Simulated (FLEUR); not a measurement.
# E(M) of Cobalt

Aim: the energy of Cobalt as a function of its total spin moment.

Program: FLEUR MaX-R8.1. Level of theory: LDA (VWN); all-electron FLAPW, Dirac cores, scalar-relativistic bands. Results are calculated unless marked as measured.

Report form: the programs' logs are mostly left out.

## Step 1: Set-up

It takes space group P6_3/mmc (No. 194, hexagonal). Conventional cell: a = 2.507 Å, b = 2.507 Å, c = 4.070 Å, α = 90.00°, β = 90.00°, γ = 120.00°. Nearest to Co lie 12 Co at 2.50 to 2.51 Å.

Structure file:

```
Co
1.0
     2.50740    0.00000    0.00000
    -1.25370    2.17147    0.00000
     0.00000    0.00000    4.06990
Co
2
Direct
  0.33333 0.66667 0.25000
  0.66667 0.33333 0.75000
```

## Step 2: Unconstrained state

The free run tells which range of moments is worth scanning.

inpgen writes inp.xml from crystal.txt; cutoffs, mixing, functional, smearing and local orbitals are then set in the file. The k list default-1 (kpts.xml, not shown) is a Γ-centred 16×16×8 mesh; where the ranks do not divide the number of points, some are split in two of half the weight.

inp.xml

```
<?xml version="1.0" encoding="UTF-8" standalone="no"?>
<fleurInput fleurInputVersion="0.39">
   <comment>
      Co
   </comment>
   <calculationSetup>
      <cutoffs Kmax="3.6" Gmax="10.8" GmaxXC="10.8" numbands="0"/>
      <scfLoop itmax="90" minDistance="0.00002" maxIterBroyd="15" imix="Anderson" alpha="0.02" precondParam="0.0" spinf="2.0" sdNocoIR="T"/>
      <coreElectrons ctail="T" frcor="F" kcrel="0" coretail_lmax="0"/>
      <xcFunctional name="vwn" relativisticCorrections="F"/>
      <magnetism jspins="2"/>
      <soc l_soc="F" theta="0.0" phi="0.0" spav="F"/>
      <expertModes spex="0" secvar="F"/>
      <geometryOptimization l_f="F" forcealpha="1.0" forcemix="BFGS" epsdisp="0.00001" epsforce="0.00001"/>
      <ldaU l_linMix="F" mixParam="0.05" spinf="1.0"/>
   </calculationSetup>
   <cell>
      <bzIntegration valenceElectrons="34.0" mode="hist" fermiSmearingEnergy="0.00036749">
         <kPointListSelection listName="default-1"/>
         <xi:include xmlns:xi="http://www.w3.org/2001/XInclude" href="kpts.xml"> </xi:include>
      </bzIntegration>
      <xi:include xmlns:xi="http://www.w3.org/2001/XInclude" href="sym.xml"> </xi:include>
      <bulkLattice scale="1.0">
         <bravaisMatrix>
            <row-1>    4.7382992847653478     0.0000000000188973     0.0000000000000000</row-1>
            <row-2>   -2.3691496423921228     4.1034875513345304     0.0000000000000000</row-2>
            <row-3>    0.0000000000000000     0.0000000000000000     7.6909963545095392</row-3>
         </bravaisMatrix>
      </bulkLattice>
   </cell>
   <atomSpecies>
      <species name="Cobalt (Co2.000" element="Co" atomicNumber="27">
         <mtSphere radius="2.3" gridPoints="761" logIncrement="0.016"/>
         <atomicCutoffs lmax="8" lnonsphr="6"/>
         <electronConfig flipSpins="F">
            <coreConfig>(1s1/2) (2s1/2) (2p1/2) (2p3/2)</coreConfig>
            <valenceConfig>(3s1/2) (3p1/2) (3p3/2) (4s1/2) (3d3/2) (3d5/2)</valenceConfig>
            <stateOccupation state="(3d3/2)" spinUp="1.5" spinDown="1.3"/>
            <stateOccupation state="(3d5/2)" spinUp="3.0" spinDown="1.2"/>
         </electronConfig>
         <energyParameters s="4" p="4" d="3" f="4"/>
         <lo type="SCLO" l="0" n="3" eDeriv="0"/>
         <lo type="SCLO" l="1" n="3" eDeriv="0"/>
      </species>
   </atomSpecies>
   <atomGroups>
      <atomGroup species="Cobalt (Co2.000">
         <relPos label="                   1">1.000/3.000 -1.000/3.000 1.000/4.000</relPos>
         <relPos label="                   2">-1.000/3.000 1.000/3.000 -1.000/4.000</relPos>
         <force calculate="T" relaxXYZ="TTT"/>
      </atomGroup>
   </atomGroups>
   <output dos="F" band="F" slice="F">
      <bandDOS minEnergy="-.5*Htr" maxEnergy="0.5*Htr" sigma="0.015" storeEVData="T"/>
      <plotting iplot="0" polar="F">
         <plot TwoD="T" vec1="  1.0  0.0  0.0" vec2="  0.0  1.0  0.0" vec3="  0.0  0.0  1.0" zero="  0.0  0.0  0.0" file="plot"/>
      </plotting>
      <moessbauerParams electricFieldGradient="F" isomerShift="F" coreHyperfine="F" valenceHyperfine="F"/>
   </output>
</fleurInput>
```

crystal.txt

```
Co
&input film=F cartesian=F /
2.50739999997  0.00000000001  0.00000000000
-1.25369999999  2.17147209742  0.00000000000
0.00000000000  0.00000000000  4.06990000000
1.8897261246
1.0 1.0 1.0

2
27 0.33333333333  0.66666666667  0.25000000000 : 2.000
27 0.66666666667  0.33333333333  0.75000000000 : 2.000

&kpt div1=16 div2=16 div3=8 gamma=T /
```

The run is started by

```bash
> OMP_NUM_THREADS=1 inpgen -f crystal.txt > inpgen.log  # inp.xml is then edited as shown
> OMP_NUM_THREADS=1 mpirun -n 4 fleur_MPI > fleur.log
```

Wall time 11 s (4 MPI ranks of Intel Xeon 6975P-C (Granite Rapids), shared host); peak memory 0.21 GiB.

This step gave:

- free energy: -75710.6931 eV
- program's band gap on this mesh (in a metal only a level spacing): 0.002737 eV
- magnetization: 3.138 μB
- final state: ferromagnetic
- largest moment: 1.615 μB

After 20 cycles the largest moment stands at 1.62 μB.

## Step 3: No spin polarisation

Edit inp.xml of step 2 so:

```diff
@@ -10,3 +10,3 @@
       <xcFunctional name="vwn" relativisticCorrections="F"/>
-      <magnetism jspins="2"/>
+      <magnetism jspins="1"/>
       <soc l_soc="F" theta="0.0" phi="0.0" spav="F"/>
@@ -31,3 +31,3 @@
    <atomSpecies>
-      <species name="Cobalt (Co2.000" element="Co" atomicNumber="27">
+      <species name="Cobalt (Co)" element="Co" atomicNumber="27">
          <mtSphere radius="2.3" gridPoints="761" logIncrement="0.016"/>
@@ -37,4 +37,4 @@
             <valenceConfig>(3s1/2) (3p1/2) (3p3/2) (4s1/2) (3d3/2) (3d5/2)</valenceConfig>
-            <stateOccupation state="(3d3/2)" spinUp="1.5" spinDown="1.3"/>
-            <stateOccupation state="(3d5/2)" spinUp="3.0" spinDown="1.2"/>
+            <stateOccupation state="(3d3/2)" spinUp="1.400000" spinDown="1.400000"/>
+            <stateOccupation state="(3d5/2)" spinUp="2.100000" spinDown="2.100000"/>
          </electronConfig>
@@ -46,3 +46,3 @@
    <atomGroups>
-      <atomGroup species="Cobalt (Co2.000">
+      <atomGroup species="Cobalt (Co)">
          <relPos label="                   1">1.000/3.000 -1.000/3.000 1.000/4.000</relPos>
```

Edit crystal.txt of step 2 so:

```diff
@@ -9,4 +9,4 @@
 2
-27 0.33333333333  0.66666666667  0.25000000000 : 2.000
-27 0.66666666667  0.33333333333  0.75000000000 : 2.000
+27 0.33333333333  0.66666666667  0.25000000000
+27 0.66666666667  0.33333333333  0.75000000000
```

The job ended after 5.7 s (4 MPI ranks; peak memory 0.19 GiB).

This step gave:

```yaml
free_energy: -75710.2950 eV
program_s_band_gap_on_this_mesh_in_a_metal_only_a_level_spacing: 0.001582 eV
final_state: non-magnetic (no spin polarisation)
```

Its energy lies +398.1 meV a cell from the free run's.

## Step 4: Moment fixed at 3.253 μB

Two Fermi energies hold the total moment; the run starts from the free run's density.

Edit inp.xml of step 3 so:

```diff
@@ -10,3 +10,3 @@
       <xcFunctional name="vwn" relativisticCorrections="F"/>
-      <magnetism jspins="1"/>
+      <magnetism jspins="2" fixed_moment="3.253"/>
       <soc l_soc="F" theta="0.0" phi="0.0" spav="F"/>
@@ -31,3 +31,3 @@
    <atomSpecies>
-      <species name="Cobalt (Co)" element="Co" atomicNumber="27">
+      <species name="Cobalt (Co2.000" element="Co" atomicNumber="27">
          <mtSphere radius="2.3" gridPoints="761" logIncrement="0.016"/>
@@ -37,4 +37,4 @@
             <valenceConfig>(3s1/2) (3p1/2) (3p3/2) (4s1/2) (3d3/2) (3d5/2)</valenceConfig>
-            <stateOccupation state="(3d3/2)" spinUp="1.400000" spinDown="1.400000"/>
-            <stateOccupation state="(3d5/2)" spinUp="2.100000" spinDown="2.100000"/>
+            <stateOccupation state="(3d3/2)" spinUp="1.5" spinDown="1.3"/>
+            <stateOccupation state="(3d5/2)" spinUp="3.0" spinDown="1.2"/>
          </electronConfig>
@@ -46,3 +46,3 @@
    <atomGroups>
-      <atomGroup species="Cobalt (Co)">
+      <atomGroup species="Cobalt (Co2.000">
          <relPos label="                   1">1.000/3.000 -1.000/3.000 1.000/4.000</relPos>
```

The run is started by

```bash
> OMP_NUM_THREADS=1 mpirun -n 4 fleur_MPI > fleur.log
```

Elapsed: 7.8 s, on 4 MPI ranks; peak memory 0.2 GiB; 30 s of CPU time.

Numbers from this step:

```
magnetization : 3.253 μB
```

Its energy lies +6.1 meV a cell from the free run's.

## Step 5: Moment fixed at 2.711 μB

Edit inp.xml of step 4 so:

```diff
@@ -10,3 +10,3 @@
       <xcFunctional name="vwn" relativisticCorrections="F"/>
-      <magnetism jspins="2" fixed_moment="3.253"/>
+      <magnetism jspins="2" fixed_moment="2.711"/>
       <soc l_soc="F" theta="0.0" phi="0.0" spav="F"/>
```

Elapsed: 8.8 s, on 4 MPI ranks; peak memory 0.21 GiB; 34 s of CPU time.

Numbers from this step:

| Property | Result |
| --- | --- |
| magnetization | 2.711 μB |

Its energy lies +69.6 meV a cell from the free run's.

## Step 6: Moment fixed at 3.795 μB

Edit inp.xml of step 5 so:

```diff
@@ -10,3 +10,3 @@
       <xcFunctional name="vwn" relativisticCorrections="F"/>
-      <magnetism jspins="2" fixed_moment="2.711"/>
+      <magnetism jspins="2" fixed_moment="3.795"/>
       <soc l_soc="F" theta="0.0" phi="0.0" spav="F"/>
```

It took 8.7 s on 4 MPI ranks; peak memory 0.2 GiB.

This step gave:

- magnetization: 3.795 μB

Its energy lies +152.3 meV a cell from the free run's.

## Step 7: Another try

An input with a fault is tried, to see how the program answers.

Edit inp.xml of step 2 so:

```diff
@@ -7,3 +7,3 @@
       <cutoffs Kmax="3.6" Gmax="10.8" GmaxXC="10.8" numbands="0"/>
-      <scfLoop itmax="90" minDistance="0.00002" maxIterBroyd="15" imix="Anderson" alpha="0.02" precondParam="0.0" spinf="2.0" sdNocoIR="T"/>
+      <scfLoop itmax="75" minDistance="0.00002" maxIterBroyd="15" imix="straight" alpha="0.003" precondParam="0.0" spinf="2.0" sdNocoIR="T"/>
       <coreElectrons ctail="T" frcor="F" kcrel="0" coretail_lmax="0"/>
```

crystal.txt is that of step 2.

The run is started by

```bash
> OMP_NUM_THREADS=1 inpgen -f crystal.txt > inpgen.log  # inp.xml is then edited as shown
> OMP_NUM_THREADS=1 mpirun -n 4 fleur_MPI > fleur.log
```

Wall time 37 s (4 MPI ranks); peak memory 0.2 GiB.

The run stopped without converging, so none of its numbers is a property of the system.

The fault in the input: linear mixing far too weak.

After 75 cycles the density distance stands at 6.1 me/bohr³, falling at every cycle, but slowly.

Each cycle moves so little that the limit comes first; a mixer with history is the cure.

## Step 8: All moments

The other moments were run in the same way.

The energy over the lowest by total spin moment:

```csv
total spin moment (μB a cell),energy over the lowest (meV a cell)
0.00,398
0.54,380
1.08,335
1.63,264
2.17,170
2.71,69.6
3.14,0
3.25,6.11
3.79,152
4.34,537
```

Moment, largest sphere moment against total spin moment:

```csv
total spin moment (μB a cell),"moment, largest sphere moment (μB)"
0.00,0
0.54,0.282
1.08,0.563
1.63,0.844
2.17,1.12
2.71,1.40
3.14,1.62
3.25,1.67
3.79,1.92
4.34,2.16
```

## Step 9: Results

```json
{
 "moment of the free run": "3.14 μB a cell",
 "moment of the lowest point": "3.14 μB a cell",
 "energy of the spinless run": "398 meV a cell over the lowest"
}
```

In words: The lowest point lies 398 meV a cell under the spinless run, in free energy at a smearing of 0.01 eV. The point at zero is the spinless run. Opposed orders, which also have no total moment, were not run.

[Logs and program files are shortened in this print: banners, set-up blocks, solver, clock and traceback lines can be left out without a mark of their own.]

[Logs are printed without paths, hosts, clocks, repeated set-up lines and the standing remarks that a program may print on its own settings, such as how far it seeks lower states.]

[Hosts, paths, dates, database ids (printed as entryN), source tags and the programs' standing remarks are cut or masked in the printed files.]

[Where a cell is said to come from a database of computed structures, the database is the Materials Project.]
